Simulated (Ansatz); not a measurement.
# Photoemission of the MXene Zr3C2 with Cl ends

Aim: core-level components, unfolded bands and work function of the MXene Zr3C2 with Cl ends.

Method: DFT, PBE, plane-wave PAW, default files, scalar-relativistic, in Ansatz 0.2.0.

### Step 1. Set-up

The cell holds 7 atoms: 2 Cl, 3 Zr and 2 C. Cell: a = 3.300 Å, b = 3.300 Å, c = 23.200 Å, α = 90.0°, β = 90.0°, γ = 120.0°. It derives from Zr3C2. How the cell was made: MXene sheet; termination: Cl; lattice typed at the start. Regions: L1, 1 atom (1 Cl); L2, 1 atom (1 Zr); L3, 1 atom (1 C); in, 2 atoms (1 Zr and 1 C); rest, 2 atoms (1 Zr and 1 Cl). Vacuum lies along c.

### Step 2. Relaxation

Levels and vacuum steps follow bond lengths, so the atoms are relaxed first.

Input file input.yaml:

```yaml
crystal:
  lattice:
    - [3.3, 0.0, 0.0]
    - [-1.65, 2.8578838325, 0.0]
    - [0.0, 0.0, 23.2]
  atoms:
    - { symbol: Cl, position: [0.666666667, 0.333333333, 0.676724138] }
    - { symbol: Zr, position: [0.333333333, 0.666666667, 0.603448276] }
    - { symbol: C, position: [0.0, 0.0, 0.551724138] }
    - { symbol: Zr, position: [0.666666667, 0.333333333, 0.5] }
    - { symbol: C, position: [0.333333333, 0.666666667, 0.448275862] }
    - { symbol: Zr, position: [0.0, 0.0, 0.396551724] }
    - { symbol: Cl, position: [0.666666667, 0.333333333, 0.323275862] }
kpoints:
  mp_grid: { grid: [12, 12, 1] }
scf:
  occupations: { method: fermi_dirac, width: 0.05 }
  n_extra_bands: 8
hamiltonian:
  xc: pbe
  pseudopotentials: { kind: paw }
output:
  forces: true
  write_potential: true
  volumetric_format: []
relax:
  f_tol: 0.03
  max_steps: 45
  cell: { fix: [c, alpha, beta] }
```

Run with:

```sh
$ ansatz run input.yaml --threads 4 --pin off --max-ram 6144MiB --backend cpu --events-out ev --progress --plain --runs-dir out
```

Numbers of over 12 decimals in the logs are rounded to 6 here.

The log of the run:

```text
scf.n_extra_bands = 8 over 29 filled bands (N_el = 58.0): the run solves 37 bands
Engine: ansatz 0.2.0, aarch64-unknown-linux-gnu
Pseudopotentials: kind: paw
Pseudopotential: Cl, paw, valence charge 7, recommended cutoff 420 eV (normal), Cl.paw.azcp
Pseudopotential: Zr, paw, valence charge 12, recommended cutoff 420 eV (normal), Zr.paw.azcp
Pseudopotential: C, paw, valence charge 4, recommended cutoff 420 eV (normal), C.paw.azcp
Functional definition: PBE
  parameter kappa = 0.804
  parameter beta = 0.066725
  exchange = pbe_x(kappa = kappa, mu = beta*pi^2/3)
  correlation = pbe_c(beta = beta)
Crystal: 7 atoms, lattice volume = 218.800 Å³
Basis set: ecut = 420 eV, 4349 PW (Γ), exchange–correlation on 48×48×320 points (8 copies of the dense FFT grid, shifted against one another)
Bands: 37, of which v1, the nominal top of the filled ones, is band 29 counted from 1 (28 counted from 0)
Symmetry: 12 space group operations
Space group: P-3m1 (ITA 164), of the structure as read, at distance tolerance 6.0e-5 Å
k-points: 19 of 144
Non-local potential: Cl, projectors of the file, l = 0: 2, l = 1: 2, l = 2: 2
Non-local potential: Zr, projectors of the file, l = 0: 3, l = 1: 2, l = 2: 2, l = 3: 2
Non-local potential: C, projectors of the file, l = 0: 2, l = 1: 2, l = 2: 1
PAW form: soft (Blöchl's): semilocal exchange-correlation on the pseudo side does not see the compensation charge
PAW one-centre angular grid: Cl, 110 points (default); XC on 64 Gauss nodes
PAW one-centre angular grid: Zr, 590 points (default); XC on 64 Gauss nodes
PAW one-centre angular grid: C, 110 points (default); XC on 64 Gauss nodes
Initial density: superposition of atomic densities (neutral atoms: chi_scale 0, normalization atom), corrected by the library's trained network
Initial wavefunctions: pseudopotential atomic-orbital guess
Functional: x = pbe(κ = 0.804, μ = 0.219515), c = pbe(β = 0.066725)
SCF iter   1: F=—  HF=-15220.695283 eV  |F-HF|=—  |Δ(HF+E_count)|=         —  Δρ=3.60e-3  dr2=3.28e-1  ethr=1.77e-3  ⟨swp⟩=8.2  Hψ=3679  notcnv=0  defer=4
preconditioner: auto → LDOS  [metal: Δε(μ)=0.054 eV  Ē_g=9.255 eV  σ=0.050 eV  W_gap=0.25  n_scr=16 (ndim 8)  ℏωp=14.6 eV  f_vac=0.519  D(μ)=1.92/eV (n_scr^D=8)  β→1.0]
SCF iter   2: F=—  HF=-15220.666318 eV  |F-HF|=—  |Δ(HF+E_count)|=   2.90e-2  Δρ=3.05e-3  dr2=6.00e-2  ethr=5.66e-4  ⟨swp⟩=3.3  Hψ=1340  notcnv=0  defer=23
SCF iter   3: F=—  HF=-15220.654553 eV  |F-HF|=—  |Δ(HF+E_count)|=   1.18e-2  Δρ=1.02e-3  dr2=4.48e-3  ethr=1.03e-4  ⟨swp⟩=2.4  Hψ=1123  notcnv=0  defer=23
SCF iter   4: F=—  HF=-15220.653436 eV  |F-HF|=—  |Δ(HF+E_count)|=   1.12e-3  Δρ=1.90e-4  dr2=1.39e-4  ethr=7.73e-6  ⟨swp⟩=2.3  Hψ=1031  notcnv=0  defer=23
SCF iter   5: F=—  HF=-15220.653419 eV  |F-HF|=—  |Δ(HF+E_count)|=   1.73e-5  Δρ=5.92e-5  dr2=8.21e-6  ethr=2.40e-7  ⟨swp⟩=2.6  Hψ=1144  notcnv=0  defer=23
SCF iter   6: F=—  HF=-15220.653287 eV  |F-HF|=—  |Δ(HF+E_count)|=   1.31e-4  Δρ=1.61e-5  dr2=5.23e-7  ethr=1.42e-8  ⟨swp⟩=2.3  Hψ=1134  notcnv=0  defer=23
SCF iter   7: F=-15220.653288 eV  HF=-15220.653288 eV  |F-HF|=6.13e-8  |Δ(HF+E_count)|=   2.19e-7  Δρ=4.34e-6  dr2=3.11e-8  ethr=1.72e-10  ⟨swp⟩=11.2  Hψ=5699  notcnv=0
SCF 1 converged in 7 iterations: F = -15220.653288 eV  dr2 = 3.11e-8
  greatest PAW one-centre occupation: 0.996 electrons in one spin orbital (limit 2), on the Zr atom at site 5 (counted from 0), in its partial waves of l = 0
relax step   1: F+E_penalty+E_count = -15220.65328768 eV  Δ(F+E_penalty+E_count) = +0.000e0 eV  max|allowed force component| = 2.200e0 eV/Å  Δτ_max = 0.0000 Å  P = +10.460 GPa  Ω = 218.800 Å³  fix = [c, alpha, beta]  reactions: c +11.371 GPa  (7 SCF iters, dr2 threshold 1.00e-7 eV, accepted)
Crystal: 7 atoms, lattice volume = 236.505 Å³
Basis set: ecut = 420 eV, 4565 PW (Γ), exchange–correlation on 48×48×320 points (8 copies of the dense FFT grid, shifted against one another)
Initial density: handed on by an earlier stage of this run
Initial wavefunctions: those handed on with the density
SCF iter   1: F=—  HF=-15222.257607 eV  |F-HF|=—  |Δ(HF+E_count)|=         —  Δρ=1.81e-2  dr2=4.18e0  ethr=3.10e-3  ⟨swp⟩=9.9  Hψ=3180  notcnv=0  defer=3
preconditioner: auto → LDOS  [metal: Δε(μ)=0.103 eV  Ē_g=8.850 eV  σ=0.050 eV  W_gap=0.44  n_scr=32 (ndim 8)  ℏωp=14.1 eV  f_vac=0.504  D(μ)=2.53/eV (n_scr^D=10)  β→1.0]
SCF iter   2: F=—  HF=-15221.841931 eV  |F-HF|=—  |Δ(HF+E_count)|=   4.16e-1  Δρ=1.15e-2  dr2=4.86e-1  ethr=3.10e-3  ⟨swp⟩=3.5  Hψ=1360  notcnv=0  defer=17
SCF iter   3: F=—  HF=-15221.746514 eV  |F-HF|=—  |Δ(HF+E_count)|=   9.54e-2  Δρ=2.67e-3  dr2=3.16e-2  ethr=8.38e-4  ⟨swp⟩=2.3  Hψ=1280  notcnv=0  defer=22
SCF iter   4: F=—  HF=-15221.741056 eV  |F-HF|=—  |Δ(HF+E_count)|=   5.46e-3  Δρ=4.41e-4  dr2=1.05e-3  ethr=5.44e-5  ⟨swp⟩=2.0  Hψ=1121  notcnv=0  defer=22
SCF iter   5: F=—  HF=-15221.740863 eV  |F-HF|=—  |Δ(HF+E_count)|=   1.94e-4  Δρ=1.36e-4  dr2=6.85e-5  ethr=1.81e-6  ⟨swp⟩=2.6  Hψ=1065  notcnv=0  defer=22
SCF iter   6: F=—  HF=-15221.740697 eV  |F-HF|=—  |Δ(HF+E_count)|=   1.66e-4  Δρ=4.48e-5  dr2=5.67e-6  ethr=1.18e-7  ⟨swp⟩=2.5  Hψ=1117  notcnv=0  defer=22
SCF iter   7: F=-15221.740699 eV  HF=-15221.740698 eV  |F-HF|=3.78e-7  |Δ(HF+E_count)|=   1.61e-6  Δρ=1.16e-5  dr2=1.97e-7  ethr=1.21e-9  ⟨swp⟩=11.7  Hψ=5938  notcnv=0
SCF 2 converged in 7 iterations: F = -15221.740699 eV  dr2 = 1.97e-7
relax step   2: F+E_penalty+E_count = -15221.74069873 eV  Δ(F+E_penalty+E_count) = -1.087e0 eV  max|allowed force component| = 5.344e-1 eV/Å  Δτ_max = 0.1945 Å  P = -0.324 GPa  Ω = 236.505 Å³  energy of the carried Pulay correction = -5.735e-3 eV  fix = [c, alpha, beta]  reactions: c +0.225 GPa  (7 SCF iters, dr2 threshold 7.00e-7 eV, accepted)
Crystal: 7 atoms, lattice volume = 233.523 Å³
iter 1 solved again at ethr=4.74e-5 eV; its pass at ethr=3.10e-3 eV (dr2=2.75e-2 eV) is discarded
SCF iter   1: F=—  HF=-15221.760896 eV  |F-HF|=—  |Δ(HF+E_count)|=         —  Δρ=2.19e-3  dr2=2.78e-2  ethr=4.74e-5  ⟨swp⟩=2.4  Hψ=4014  notcnv=0
preconditioner: auto → LDOS  [metal: Δε(μ)=0.074 eV  Ē_g=8.716 eV  σ=0.050 eV  W_gap=0.34  n_scr=32 (ndim 8)  ℏωp=14.2 eV  f_vac=0.499  D(μ)=2.19/eV (n_scr^D=8)  β→1.0]
SCF iter   2: F=—  HF=-15221.757411 eV  |F-HF|=—  |Δ(HF+E_count)|=   3.48e-3  Δρ=1.23e-3  dr2=4.99e-3  ethr=4.74e-5  ⟨swp⟩=2.4  Hψ=1213  notcnv=0
SCF iter   3: F=—  HF=-15221.756311 eV  |F-HF|=—  |Δ(HF+E_count)|=   1.10e-3  Δρ=3.57e-4  dr2=5.27e-4  ethr=8.60e-6  ⟨swp⟩=2.0  Hψ=1006  notcnv=0
SCF iter   4: F=—  HF=-15221.756037 eV  |F-HF|=—  |Δ(HF+E_count)|=   2.74e-4  Δρ=6.08e-5  dr2=1.98e-5  ethr=9.08e-7  ⟨swp⟩=2.1  Hψ=1010  notcnv=0
SCF iter   5: F=—  HF=-15221.756035 eV  |F-HF|=—  |Δ(HF+E_count)|=   1.76e-6  Δρ=1.89e-5  dr2=1.69e-6  ethr=3.41e-8  ⟨swp⟩=2.7  Hψ=1095  notcnv=0
SCF iter   6: F=-15221.756035 eV  HF=-15221.756035 eV  |F-HF|=6.75e-8  |Δ(HF+E_count)|=   1.93e-7  Δρ=5.90e-6  dr2=5.68e-8  ethr=1.21e-9  ⟨swp⟩=11.4  Hψ=5682  notcnv=0
SCF 3 converged in 6 iterations: F = -15221.756035 eV  dr2 = 5.68e-8
relax step   3: F+E_penalty+E_count = -15221.75603507 eV  Δ(F+E_penalty+E_count) = -1.534e-2 eV  max|allowed force component| = 2.870e-1 eV/Å  Δτ_max = 0.0586 Å  P = -0.200 GPa  Ω = 233.523 Å³  energy of the carried Pulay correction = -4.800e-3 eV  fix = [c, alpha, beta]  reactions: c -0.685 GPa  (6 SCF iters, dr2 threshold 7.00e-7 eV, accepted)
[...]
relax step   4: F+E_penalty+E_count = -15221.76224341 eV  Δ(F+E_penalty+E_count) = -6.208e-3 eV  max|allowed force component| = 1.033e-1 eV/Å  Δτ_max = 0.0255 Å  P = -0.142 GPa  Ω = 234.914 Å³  energy of the carried Pulay correction = -5.237e-3 eV  fix = [c, alpha, beta]  reactions: c -0.097 GPa  (6 SCF iters, dr2 threshold 7.00e-7 eV, accepted)
[...]
relax step   5: F+E_penalty+E_count = -15221.76367846 eV  Δ(F+E_penalty+E_count) = -1.435e-3 eV  max|allowed force component| = 4.318e-2 eV/Å  Δτ_max = 0.0056 Å  P = -0.058 GPa  Ω = 234.696 Å³  energy of the carried Pulay correction = -5.169e-3 eV  fix = [c, alpha, beta]  reactions: c -0.052 GPa  (5 SCF iters, dr2 threshold 6.67e-7 eV, accepted)
[...]
relax step   6: F+E_penalty+E_count = -15221.76390761 eV  Δ(F+E_penalty+E_count) = -2.292e-4 eV  max|allowed force component| = 6.108e-4 eV/Å  Δτ_max = 0.0034 Å  P = -0.005 GPa  Ω = 234.579 Å³  energy of the carried Pulay correction = -5.132e-3 eV  fix = [c, alpha, beta]  reactions: c -0.017 GPa  (5 SCF iters, dr2 threshold 1.17e-7 eV, accepted)
Initial wavefunctions: pseudopotential atomic-orbital guess (no wavefunctions were taken with the density)
iter 1 solved again at ethr=7.09e-7 eV; its pass at ethr=3.10e-3 eV (dr2=4.11e-4 eV) is discarded
SCF iter   1: F=—  HF=-15221.771119 eV  |F-HF|=—  |Δ(HF+E_count)|=         —  Δρ=1.57e-4  dr2=1.07e-5  ethr=7.09e-7  ⟨swp⟩=4.1  Hψ=5386  notcnv=0
preconditioner: auto → LDOS  [metal: Δε(μ)=0.056 eV  Ē_g=8.689 eV  σ=0.050 eV  W_gap=0.26  n_scr=32 (ndim 8)  ℏωp=14.1 eV  f_vac=0.502  D(μ)=2.23/eV (n_scr^D=8)  β→1.0]
SCF iter   2: F=—  HF=-15221.771201 eV  |F-HF|=—  |Δ(HF+E_count)|=   8.18e-5  Δρ=4.42e-5  dr2=5.86e-6  ethr=1.85e-8  ⟨swp⟩=3.4  Hψ=1489  notcnv=0
SCF iter   3: F=—  HF=-15221.771209 eV  |F-HF|=—  |Δ(HF+E_count)|=   8.45e-6  Δρ=1.17e-5  dr2=3.44e-7  ethr=1.01e-8  ⟨swp⟩=2.0  Hψ=984  notcnv=0
SCF iter   4: F=—  HF=-15221.771065 eV  |F-HF|=—  |Δ(HF+E_count)|=   1.45e-4  Δρ=1.92e-6  dr2=7.36e-9  ethr=5.94e-10  ⟨swp⟩=2.2  Hψ=991  notcnv=0
SCF iter   5: F=—  HF=-15221.771065 eV  |F-HF|=—  |Δ(HF+E_count)|=   4.85e-8  Δρ=2.88e-7  dr2=1.63e-10  ethr=1.27e-11  ⟨swp⟩=2.3  Hψ=1176  notcnv=0
SCF iter   6: F=-15221.771065 eV  HF=-15221.771065 eV  |F-HF|=4.00e-11  |Δ(HF+E_count)|=   1.46e-9  Δρ=6.40e-8  dr2=7.72e-12  ethr=1.00e-12  ⟨swp⟩=9.5  Hψ=4230  notcnv=0
SCF 7 converged in 6 iterations: F = -15221.771065 eV  dr2 = 7.72e-12
relax step   7: F+E_penalty+E_count = -15221.77106485 eV  Δ(F+E_penalty+E_count) = -7.157e-3 eV  max|allowed force component| = 1.498e-3 eV/Å  Δτ_max = 0.0000 Å  P = +0.031 GPa  Ω = 234.579 Å³  fix = [c, alpha, beta]  reactions: c +0.001 GPa  stress off target by 4.64e-2 GPa on what of the cell is left free  SCF on the basis re-selected at this cell (its energy is not comparable with the rows above)  (6 SCF iters)
basis re-selected at this cell: Δ(F+E_penalty+E_count) = -7.157e-3 eV, ΔP = +0.036 GPa vs the last step (what re-selecting the basis moved, of the pressure what is left beyond the Pulay correction that the steps carried, after the strain that the cell walked since its last selection, with what the two solves' SCF thresholds leave and, on support functions, any second-order correction that the steps lacked; it is no m [...]
SCF converged after 6 iterations
Free energy (F): -15221.771065 eV
Harris-Foulkes:  -15221.771065 eV  (|F-HF|=4.00e-11)
Internal energy: -15221.753306 eV  (E = F + TS)
E sigma→0 (E₀):  -15221.762185 eV
Entropy (-TS):   -0.017759 eV (-2.537 meV/atom)
Fermi energy:    3.964298 eV
--- Per-component energies (eV) ---
  E_band       = -771.724197
  E_kinetic    = 1502.086672
  E_local      = -42494.317504  (includes V_loc(G=0)·N_el)
  E_nonlocal   = 345.263165
  E_hartree    = 20531.048136
  E_xc         = -799.950434
  E_vxc        = -942.184775  (∫ρ·V_xc dr)
  E_paw        = -10376.471989  (= ΣΔE_a)
  E_vpaw       = -244.668411  (= ΣTr[D̂ρ^β])
  E_aug_tail   = 0.000262  (compensation charges beyond the density's cutoff)
  E_ewald      = 16070.588386
  E_smearing   = -0.017759  (= −TS)
  E_closure    = -0.000000  (closes the sum)
  Σ components = -15221.771065   (vs F -15221.771065, Δ=0.00e0)
--- Forces (eV/Å), atoms counted from 1 ---
  atom   1  Cl     0.00000000    -0.00000000     0.00013697
  atom   2  Zr    -0.00000000     0.00000000    -0.00088705
  atom   3  C      0.00000000    -0.00000000     0.00149844
  atom   4  Zr     0.00000000     0.00000000     0.00000000
  atom   5  C      0.00000000     0.00000000    -0.00149844
  atom   6  Zr     0.00000000    -0.00000000     0.00088705
  atom   7  Cl    -0.00000000     0.00000000    -0.00013697
  max |Σ_I F_I| component: 2.78e-17 eV/Å
--- Stress (GPa, compression-positive) ---
        0.046355       0.000000       0.000000
        0.000000       0.046355      -0.000000
        0.000000      -0.000000       0.000590
  P = ⅓ Tr σ = 0.0311 GPa (0.311 kbar)
--- Band table (eV; the first three rows and the last of 19) ---
  k-point 0: bands = [... 25 lower, 1.3896, 1.8254, 1.8254, 4.0143, 4.0143, 4.5947, 5.1699, 5.1699, ... 4 higher]
  k-point 1: bands = [... 25 lower, 1.4028, 1.5421, 1.7492, 3.8021, 4.1611, 4.5715, 5.1298, 5.2463, ... 4 higher]
  k-point 2: bands = [... 25 lower, 1.0454, 1.3646, 1.6218, 3.2550, 4.5550, 4.5578, 5.1968, 5.4686, ... 4 higher]
  k-point 18: bands = [... 25 lower, 0.6922, 1.0962, 1.0962, 4.8741, 4.8741, 4.9883, 5.4757, 5.8856, ... 4 higher]
--- Relaxed structure (6 steps of the walk, 6 accepted, 1 SCFs on fresh bases) ---
  F+E_penalty+E_count = -15221.77106485 eV   max|allowed force component| = 1.498e-3 eV/Å   (the final SCF, on the basis selected at the relaxed cell)
  cell:  # Å, volume = 234.5789 Å³
    - [3.416923, 0.0, 0]
    - [-1.708461, 2.959142, 0]
    - [0, 0, 23.2]
  atoms:
    - { symbol: Cl, position: [0.666667, 0.333333, 0.686553] }
    - { symbol: Zr, position: [0.333333, 0.666667, 0.608381] }
    - { symbol: C, position: [1.2084060123489913e-17, -2.907726968487035e-17, 0.560317] }
    - { symbol: Zr, position: [0.666667, 0.333333, 0.500000] }
    - { symbol: C, position: [0.333333, 0.666667, 0.439683] }
    - { symbol: Zr, position: [1.2084060123489913e-17, -2.907726968487035e-17, 0.391619] }
    - { symbol: Cl, position: [0.666667, 0.333333, 0.313447] }
```

Elapsed: 20 s, on 4 threads of Arm Neoverse V1, shared host; peak memory 0.71 GiB; 75 s of CPU time.

Relaxation path:

```tsv
step	energy less that of the first step (eV)	largest force component (eV/Å)	pressure (GPa)	volume (Å³)
1	0.0000	2.1995	10.46	218.80
2	-1.0874	0.5344	-0.32	236.51
3	-1.1027	0.2870	-0.20	233.52
4	-1.1090	0.1033	-0.14	234.91
5	-1.1104	0.0432	-0.06	234.70
6	-1.1106	0.0006	0.00	234.58
7*	-1.1178	0.0015	0.03	234.58
```

Relaxation steps marked * repeat the geometry before them on a plane-wave basis chosen anew for their cell, so energy and pressure can jump there.

The run keeps the 12 symmetry operations that it works with, so distortions that break them were not tested.

```tsv
cell as run	before	after	change
a (Å)	3.300	3.417	+3.5 %
b (Å)	3.300	3.417	+3.5 %
```

The atoms that moved most (Å, along periodic axes as changes of fractional coordinates times the final cell, across vacuum about the mean position):

```tsv
atom	dx	dy	dz	length
Cl7	0.000	0.000	-0.228	0.228
Cl1	0.000	0.000	0.228	0.228
C5	0.000	0.000	-0.199	0.199
C3	0.000	0.000	0.199	0.199
Zr6	0.000	0.000	-0.114	0.114
Zr2	0.000	0.000	0.114	0.114
```

This step gave:

```yaml
free_energy: -15221.7711 eV
energy_at_zero_smearing: -15221.7622 eV
smearing_term_ts: 0.01776 eV
fermi_energy: 3.964 eV
symmetry_operations: 12
pressure: 0.03110 GPa
work_function_upper_face: 4.199 eV
work_function_lower_face: 4.199 eV
```

The relaxation ends with a largest force component of 0.0015 eV/Å.

[end of part 1 of 3]

[Logs are printed without paths, hosts, clocks, repeated set-up lines and the standing remarks that a program may print on its own settings, such as how far it seeks lower states.]

[Hosts, paths, dates, database ids (printed as entryN), source tags and the programs' standing remarks are cut or masked in the printed files.]

[Maps of the electrostatic potential energy from Ansatz leave out the sawtooth potential of an applied field or a dipole correction, so their vacuum need not be flat; work functions include it.]
